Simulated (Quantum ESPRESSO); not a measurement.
# Collinear magnetic orders of CoSi with Quantum ESPRESSO, part 2 of 3

Aim: find out which collinear order of CoSi costs least.

Quantum ESPRESSO 7.5; PBE; plane waves with GBRV 1.5 PBE potentials, no spin-orbit coupling.

So far: The starting structure; Run 1, typed as ferro ++++.

The database entry behind the starting cell differs from later determinations by our own check (0.1 to 0.3 % short, probably kX units), so it need not match the best structure at ambient conditions.

## 3. Start 2: antiferro q=(0,0,1/2) +−+−+−+−

This order needs a doubled cell of 16 atoms. The wavevector q is in fractions of the reciprocal vectors of the crystal's primitive cell, as the cells of these inputs are built from it; moments change sign between cells as cos(2π q·R).

Contents of pw.in:

```
&CONTROL
  calculation = 'scf'
  prefix = 'pwscf'
  outdir = './tmp'
  pseudo_dir = './pseudo'
  disk_io = 'nowf'
/
&SYSTEM
  ibrav = 0
  celldm(1) = 8
  nat = 16
  ntyp = 3
  ecutwfc = 40
  ecutrho = 280
  nbnd = 105
  occupations = 'smearing'
  smearing = 'fd'
  degauss = 0.00367493
  nspin = 2
  starting_magnetization(1) = 0.1176
  starting_magnetization(2) = -0.1176
  starting_magnetization(3) = 0
/
&ELECTRONS
  conv_thr = 3.2d-08
  electron_maxstep = 150
  mixing_beta = 0.3
/
ATOMIC_SPECIES
Co1    58.9332 co_pbe_v1.2.uspp.F.UPF
Co2    58.9332 co_pbe_v1.2.uspp.F.UPF
Si     28.0850 si_pbe_v1.uspp.F.UPF
CELL_PARAMETERS alat
   1.0483255676361    0.0000000000000    0.0000000000000
   0.0000000000000    1.0483255676361    0.0000000000000
   0.0000000000000    0.0000000000000    2.0966511352723
ATOMIC_POSITIONS crystal
Co1     0.1400000000    0.1400000000    0.0700000000
Co2     0.1400000000    0.1400000000    0.5700000000
Co1     0.3600000000    0.8600000000    0.3200000000
Co2     0.3600000000    0.8600000000    0.8200000000
Co1     0.6400000000    0.3600000000    0.4300000000
Co2     0.6400000000    0.3600000000    0.9300000000
Co1     0.8600000000    0.6400000000    0.1800000000
Co2     0.8600000000    0.6400000000    0.6800000000
Si      0.8430000000    0.8430000000    0.4215000000
Si      0.8430000000    0.8430000000    0.9215000000
Si      0.6570000000    0.1570000000    0.1715000000
Si      0.6570000000    0.1570000000    0.6715000000
Si      0.3430000000    0.6570000000    0.0785000000
Si      0.3430000000    0.6570000000    0.5785000000
Si      0.1570000000    0.3430000000    0.3285000000
Si      0.1570000000    0.3430000000    0.8285000000
K_POINTS automatic
8 8 4 0 0 0
```

The run is started by

```
> OMP_NUM_THREADS=1 mpirun -n 8 pw.x -nk 8 -in pw.in > pw.out
```

Log:

```text
[banner, memory and clock lines left out]
Program PWSCF v.7.5 starts

     Message from routine setup:
     using ibrav=0 with symmetry is DISCOURAGED, use correct ibrav instead

     bravais-lattice index     =            0
     lattice parameter (alat)  =       8.0000  a.u.
     unit-cell volume          =    1179.7459 (a.u.)^3
     number of atoms/cell      =           16
     number of atomic types    =            3
     number of electrons       =       168.00
     number of Kohn-Sham states=          105
     kinetic-energy cutoff     =      40.0000  Ry
     charge density cutoff     =     280.0000  Ry
     scf convergence threshold =      3.2E-08
     mixing beta               =       0.3000
     number of iterations used =            8  plain     mixing
     Exchange-correlation= SLA  PW   PBE  PBE
                           (   1   4   3   4   0   0   0)

     celldm(1)=   8.000000  celldm(2)=   0.000000  celldm(3)=   0.000000
     celldm(4)=   0.000000  celldm(5)=   0.000000  celldm(6)=   0.000000

     crystal axes: (cart. coord. in units of alat)
               a(1) = (   1.048326   0.000000   0.000000 )
               a(2) = (   0.000000   1.048326   0.000000 )
               a(3) = (   0.000000   0.000000   2.096651 )

     reciprocal axes: (cart. coord. in units 2 pi/alat)
               b(1) = (  0.953902  0.000000  0.000000 )
               b(2) = (  0.000000  0.953902  0.000000 )
               b(3) = (  0.000000  0.000000  0.476951 )

     PseudoPot. # 1 for Co read from file:
     co_pbe_v1.2.uspp.F.UPF
     Pseudo is Ultrasoft + core correction, Zval = 17.0

     PseudoPot. # 2 for Co read from file:
     co_pbe_v1.2.uspp.F.UPF
     Pseudo is Ultrasoft + core correction, Zval = 17.0

     PseudoPot. # 3 for Si read from file:
     si_pbe_v1.uspp.F.UPF
     Pseudo is Ultrasoft + core correction, Zval =  4.0

     atomic species   valence    mass     pseudopotential
     Co1              17.00    58.93320     Co( 1.00)
     Co2              17.00    58.93320     Co( 1.00)
     Si                4.00    28.08500     Si( 1.00)

     Starting magnetic structure
     atomic species   magnetization
     Co1             0.118
     Co2            -0.118
     Si              0.000

      2 Sym. Ops. (no inversion) found ( 1 have fractional translation)

   Cartesian axes

     site n.     atom                  positions (alat units)
         1        Co1    tau(   1) = (   0.1467656   0.1467656   0.1467656  )
         2        Co2    tau(   2) = (   0.1467656   0.1467656   1.1950911  )
         3        Co1    tau(   3) = (   0.3773972   0.9015600   0.6709284  )
         4        Co2    tau(   4) = (   0.3773972   0.9015600   1.7192539  )
         5        Co1    tau(   5) = (   0.6709284   0.3773972   0.9015600  )
         6        Co2    tau(   6) = (   0.6709284   0.3773972   1.9498856  )
         7        Co1    tau(   7) = (   0.9015600   0.6709284   0.3773972  )
         8        Co2    tau(   8) = (   0.9015600   0.6709284   1.4257228  )
         9        Si     tau(   9) = (   0.8837385   0.8837385   0.8837385  )
        10        Si     tau(  10) = (   0.8837385   0.8837385   1.9320640  )
        11        Si     tau(  11) = (   0.6887499   0.1645871   0.3595757  )
        12        Si     tau(  12) = (   0.6887499   0.1645871   1.4079012  )
        13        Si     tau(  13) = (   0.3595757   0.6887499   0.1645871  )
        14        Si     tau(  14) = (   0.3595757   0.6887499   1.2129127  )
        15        Si     tau(  15) = (   0.1645871   0.3595757   0.6887499  )
        16        Si     tau(  16) = (   0.1645871   0.3595757   1.7370755  )

     number of k points=    90  Fermi-Dirac smearing, width (Ry)=  0.0037
                       cart. coord. in units 2pi/alat
        k(    1) = (   0.0000000   0.0000000   0.0000000), wk =   0.0039062
        k(    2) = (   0.0000000   0.0000000   0.1192378), wk =   0.0078125
        k(    3) = (   0.0000000   0.0000000  -0.2384755), wk =   0.0039062
        k(    4) = (   0.0000000   0.1192378   0.0000000), wk =   0.0078125
        k(    5) = (   0.0000000   0.1192378   0.1192378), wk =   0.0078125
        [... 85 further k-points ...]

     Dense  grid:    93285 G-vectors     FFT dimensions: (  48,  48,  90)

     Smooth grid:    40335 G-vectors     FFT dimensions: (  36,  36,  72)

     Check: negative core charge=   -0.000026
     Generating pointlists ...
     new r_m :   0.2225 (alat units)  1.7796 (a.u.) for type    1
     new r_m :   0.2225 (alat units)  1.7796 (a.u.) for type    2
     new r_m :   0.2225 (alat units)  1.7796 (a.u.) for type    3

     Initial potential from superposition of free atoms

     starting charge     159.9946, renormalised to     168.0000
     Starting wfcs are  136 randomized atomic wfcs

     Self-consistent Calculation

     iteration #  1     ecut=    40.00 Ry     beta= 0.30
     Davidson diagonalization with overlap
     ethr =  1.00E-02,  avg # of iterations =  3.5

     total energy              =   -2423.49826821 Ry
     estimated scf accuracy    <     121.21075345 Ry

     total magnetization       =    -0.01 Bohr mag/cell
     absolute magnetization    =     7.01 Bohr mag/cell

     iteration #  2     ecut=    40.00 Ry     beta= 0.30
     Davidson diagonalization with overlap
     ethr =  1.00E-02,  avg # of iterations =  3.0

     total energy              =   -2458.87590466 Ry
     estimated scf accuracy    <      93.76691538 Ry

     total magnetization       =    -0.00 Bohr mag/cell
     absolute magnetization    =     0.87 Bohr mag/cell

     [... further iterations left out ...]

     iteration # 23     ecut=    40.00 Ry     beta= 0.30
     Davidson diagonalization with overlap
     ethr =  8.72E-11,  avg # of iterations =  2.0

     total energy              =   -2465.36548548 Ry
     estimated scf accuracy    <       0.00000007 Ry

     total magnetization       =     0.00 Bohr mag/cell
     absolute magnetization    =     0.01 Bohr mag/cell

     iteration # 24     ecut=    40.00 Ry     beta= 0.30
     Davidson diagonalization with overlap
     ethr =  4.07E-11,  avg # of iterations =  2.0

     Magnetic moment per site  (integrated on atomic sphere of radius R)
     atom   1 (R=0.222)  charge= 15.2924  magn=  0.0004
     atom   2 (R=0.222)  charge= 15.2924  magn= -0.0004
     atom   3 (R=0.222)  charge= 15.2924  magn= -0.0005
     atom   4 (R=0.222)  charge= 15.2924  magn=  0.0005
     atom   5 (R=0.222)  charge= 15.2924  magn=  0.0004
     atom   6 (R=0.222)  charge= 15.2924  magn= -0.0004
     atom   7 (R=0.222)  charge= 15.2924  magn= -0.0005
     atom   8 (R=0.222)  charge= 15.2924  magn=  0.0005
     atom   9 (R=0.222)  charge=  1.7030  magn=  0.0000
     atom  10 (R=0.222)  charge=  1.7030  magn= -0.0000
     atom  11 (R=0.222)  charge=  1.7032  magn=  0.0000
     atom  12 (R=0.222)  charge=  1.7032  magn= -0.0000
     atom  13 (R=0.222)  charge=  1.7030  magn=  0.0000
     atom  14 (R=0.222)  charge=  1.7030  magn= -0.0000
     atom  15 (R=0.222)  charge=  1.7032  magn=  0.0000
     atom  16 (R=0.222)  charge=  1.7032  magn= -0.0000

     End of self-consistent calculation

     Number of k-points >= 100: set verbosity='high' to print the bands.

     the Fermi energy is    16.5159 ev

!    total energy              =   -2465.36548551 Ry
     estimated scf accuracy    <       0.00000003 Ry
     smearing contrib. (-TS)   =      -0.00210528 Ry
     internal energy E=F+TS    =   -2465.36338023 Ry

     The total energy is F=E-TS. E is the sum of the following terms:
     one-electron contribution =   -1625.23461255 Ry
     hartree contribution      =     917.24943108 Ry
     xc contribution           =    -297.81965776 Ry
     ewald contribution        =   -1459.55854100 Ry

     total magnetization       =     0.00 Bohr mag/cell
     absolute magnetization    =     0.00 Bohr mag/cell

     convergence has been achieved in  24 iterations
```

The job ended after 13 min (8 MPI ranks of Arm Neoverse V1, shared host; peak memory 2.9 GiB).

Spin moment in the atom's sphere by atom:

```
atom  spin moment in the atom's sphere (μB)
 Co1                                 0.0004
 Co2                                -0.0004
 Co3                                -0.0005
 Co4                                 0.0005
 Co5                                 0.0004
 Co6                                -0.0004
 Co7                                -0.0005
 Co8                                 0.0005
 Si9                                 0.0000
Si10                                 0.0000
Si11                                 0.0000
Si12                                 0.0000
Si13                                 0.0000
Si14                                 0.0000
Si15                                 0.0000
Si16                                 0.0000
```

Read from the output:

```
smearing term TS       : 0.02864 eV
magnetization          : 0 μB
absolute magnetization : 0 μB
final state            : non-magnetic
```

Valence density in the ac plane at fractional y = 0.140, with atoms of Co and Si within 0.2 Å of it. It is the smooth field of the valence electrons, not physical close to the nuclei.

Ten steps, logarithmic in the rise over the least value, from '0' (0 e/Å³) to '9' (32 e/Å³), each cell a mean:
```
11210000111000
01100000111000
00110000011000
00111000000000
00111100000000
00010001110000
00000011000000
11110010030010
35542110000111
59973101101112
59973100010012
36642000000001
12210000111000
01100000111000
00110000011000
00111000000000
00111100000000
00010001110000
00000011000000
11110010020010
35642110000111
59973101001112
69973100010012
35642000000001
```
Columns run along a (4.4 Å), rows up along c (8.9 Å). Atoms in or near the plane, at fractional coordinates: Co at (0.14, 0.07), Co at (0.14, 0.57), Si at (0.66, 0.17), Si at (0.66, 0.67).

## 4. Run 3, typed as antiferro q=(0,0,1/2) +−+−−+−+

The cell is doubled to 16 atoms to hold this order.

Edit pw.in of step 3 so:

```diff
@@ -41,6 +41,6 @@
 Co2     0.3600000000    0.8600000000    0.8200000000
-Co1     0.6400000000    0.3600000000    0.4300000000
-Co2     0.6400000000    0.3600000000    0.9300000000
-Co1     0.8600000000    0.6400000000    0.1800000000
-Co2     0.8600000000    0.6400000000    0.6800000000
+Co2     0.6400000000    0.3600000000    0.4300000000
+Co1     0.6400000000    0.3600000000    0.9300000000
+Co2     0.8600000000    0.6400000000    0.1800000000
+Co1     0.8600000000    0.6400000000    0.6800000000
 Si      0.8430000000    0.8430000000    0.4215000000
```

Log:

```text
     [... lines left out ...]
Program PWSCF v.7.5 starts
     [... lines left out ...]
     number of atoms/cell      =           16
     [... lines left out ...]
     number of electrons       =       168.00
     number of Kohn-Sham states=          105
     kinetic-energy cutoff     =      40.0000  Ry
     charge density cutoff     =     280.0000  Ry
     scf convergence threshold =      3.2E-08
     [... lines left out ...]
      2 Sym. Ops. (no inversion) found ( 1 have fractional translation)
     [... lines left out ...]
     number of k points=    90  Fermi-Dirac smearing, width (Ry)=  0.0037
     [... lines left out ...]
     iteration # 25     ecut=    40.00 Ry     beta= 0.30
     [... lines left out ...]
     Magnetic moment per site  (integrated on atomic sphere of radius R)
     atom   1 (R=0.222)  charge= 15.2924  magn= -0.0004
     atom   2 (R=0.222)  charge= 15.2924  magn=  0.0005
     atom   3 (R=0.222)  charge= 15.2923  magn= -0.0000
     atom   4 (R=0.222)  charge= 15.2923  magn= -0.0001
     atom   5 (R=0.222)  charge= 15.2924  magn=  0.0005
     atom   6 (R=0.222)  charge= 15.2924  magn= -0.0004
     atom   7 (R=0.222)  charge= 15.2923  magn= -0.0001
     atom   8 (R=0.222)  charge= 15.2923  magn= -0.0000
     atom   9 (R=0.222)  charge=  1.7030  magn= -0.0000
     atom  10 (R=0.222)  charge=  1.7030  magn=  0.0000
     atom  11 (R=0.222)  charge=  1.7032  magn=  0.0000
     atom  12 (R=0.222)  charge=  1.7032  magn= -0.0000
     atom  13 (R=0.222)  charge=  1.7030  magn=  0.0000
     atom  14 (R=0.222)  charge=  1.7030  magn= -0.0000
     atom  15 (R=0.222)  charge=  1.7032  magn= -0.0000
     atom  16 (R=0.222)  charge=  1.7032  magn=  0.0000
     [... lines left out ...]
     the Fermi energy is    16.5160 ev
!    total energy              =   -2465.36548551 Ry
     estimated scf accuracy    <       0.00000003 Ry
     smearing contrib. (-TS)   =      -0.00210527 Ry
     [... lines left out ...]
     total magnetization       =    -0.00 Bohr mag/cell
     absolute magnetization    =     0.00 Bohr mag/cell
     convergence has been achieved in  25 iterations
```

Run time: 14 min. Hardware: 8 MPI ranks; peak memory 2.8 GiB; 1.8 h of CPU time.

Spin moment in the atom's sphere by atom:

```csv
atom,spin moment in the atom's sphere (μB)
Co1,-0.0004
Co2,0.0005
Co3,0.0000
Co4,-0.0001
Co5,0.0005
Co6,-0.0004
Co7,-0.0001
Co8,0.0000
Si9,0.0000
Si10,0.0000
Si11,0.0000
Si12,0.0000
Si13,0.0000
Si14,0.0000
Si15,0.0000
Si16,0.0000
```

Numbers from this step:

* smearing term TS: 0.02864 eV
* magnetization: 0 μB
* absolute magnetization: 0 μB
* final state: non-magnetic

## 5. Start 4: antiferro ++−−

Contents of pw.in:

```
&CONTROL
  calculation = 'scf'
  prefix = 'pwscf'
  outdir = './tmp'
  pseudo_dir = './pseudo'
  disk_io = 'nowf'
/
&SYSTEM
  ibrav = 0
  celldm(1) = 8
  nat = 8
  ntyp = 3
  ecutwfc = 40
  ecutrho = 280
  nbnd = 55
  occupations = 'smearing'
  smearing = 'fd'
  degauss = 0.00367493
  nspin = 2
  starting_magnetization(1) = 0.1176
  starting_magnetization(2) = -0.1176
  starting_magnetization(3) = 0
/
&ELECTRONS
  conv_thr = 1.6d-08
  electron_maxstep = 150
  mixing_beta = 0.3
/
ATOMIC_SPECIES
Co1    58.9332 co_pbe_v1.2.uspp.F.UPF
Co2    58.9332 co_pbe_v1.2.uspp.F.UPF
Si     28.0850 si_pbe_v1.uspp.F.UPF
CELL_PARAMETERS alat
   1.0483255676361    0.0000000000000    0.0000000000000
   0.0000000000000    1.0483255676361    0.0000000000000
   0.0000000000000    0.0000000000000    1.0483255676361
ATOMIC_POSITIONS crystal
Co1     0.1400000000    0.1400000000    0.1400000000
Co1     0.3600000000    0.8600000000    0.6400000000
Co2     0.6400000000    0.3600000000    0.8600000000
Co2     0.8600000000    0.6400000000    0.3600000000
Si      0.8430000000    0.8430000000    0.8430000000
Si      0.6570000000    0.1570000000    0.3430000000
Si      0.3430000000    0.6570000000    0.1570000000
Si      0.1570000000    0.3430000000    0.6570000000
K_POINTS automatic
8 8 8 0 0 0
```

Log:

```text
     [... lines left out ...]
Program PWSCF v.7.5 starts
     [... lines left out ...]
     number of atoms/cell      =            8
     [... lines left out ...]
     number of electrons       =        84.00
     number of Kohn-Sham states=           55
     kinetic-energy cutoff     =      40.0000  Ry
     charge density cutoff     =     280.0000  Ry
     scf convergence threshold =      1.6E-08
     [... lines left out ...]
      2 Sym. Ops. (no inversion) found ( 1 have fractional translation)
     [... lines left out ...]
     number of k points=   170  Fermi-Dirac smearing, width (Ry)=  0.0037
     [... lines left out ...]
     iteration # 19     ecut=    40.00 Ry     beta= 0.30
     [... lines left out ...]
     Magnetic moment per site  (integrated on atomic sphere of radius R)
     atom   1 (R=0.222)  charge= 15.2924  magn=  0.0000
     atom   2 (R=0.222)  charge= 15.2924  magn=  0.0000
     atom   3 (R=0.222)  charge= 15.2924  magn=  0.0000
     atom   4 (R=0.222)  charge= 15.2924  magn=  0.0000
     atom   5 (R=0.222)  charge=  1.7030  magn= -0.0000
     atom   6 (R=0.222)  charge=  1.7030  magn= -0.0000
     atom   7 (R=0.222)  charge=  1.7032  magn= -0.0000
     atom   8 (R=0.222)  charge=  1.7032  magn= -0.0000
     [... lines left out ...]
     the Fermi energy is    16.5160 ev
!    total energy              =   -1232.68274277 Ry
     estimated scf accuracy    <          7.3E-10 Ry
     smearing contrib. (-TS)   =      -0.00105264 Ry
     [... lines left out ...]
     total magnetization       =     0.00 Bohr mag/cell
     absolute magnetization    =     0.00 Bohr mag/cell
     convergence has been achieved in  19 iterations
```

The job ended after 4 min (8 MPI ranks; peak memory 1.5 GiB).

Numbers from this step:

| Quantity | Value |
| --- | --- |
| smearing term TS | 0.01432 eV |
| magnetization | 0 μB |
| absolute magnetization | 0 μB |
| final state | non-magnetic |
| largest moment | 0 μB |

[end of part 2 of 3]

[Logs and program files are shortened in this print: banners, set-up blocks, solver, clock and traceback lines can be left out without a mark of their own.]

[Logs are printed without paths, hosts, clocks, repeated set-up lines and the standing remarks that a program may print on its own settings, such as how far it seeks lower states.]

[Hosts, paths, dates, database ids (printed as entryN), source tags and the programs' standing remarks are cut or masked in the printed files.]

[Where a cell is said to come from a database of computed structures, the database is the Materials Project.]
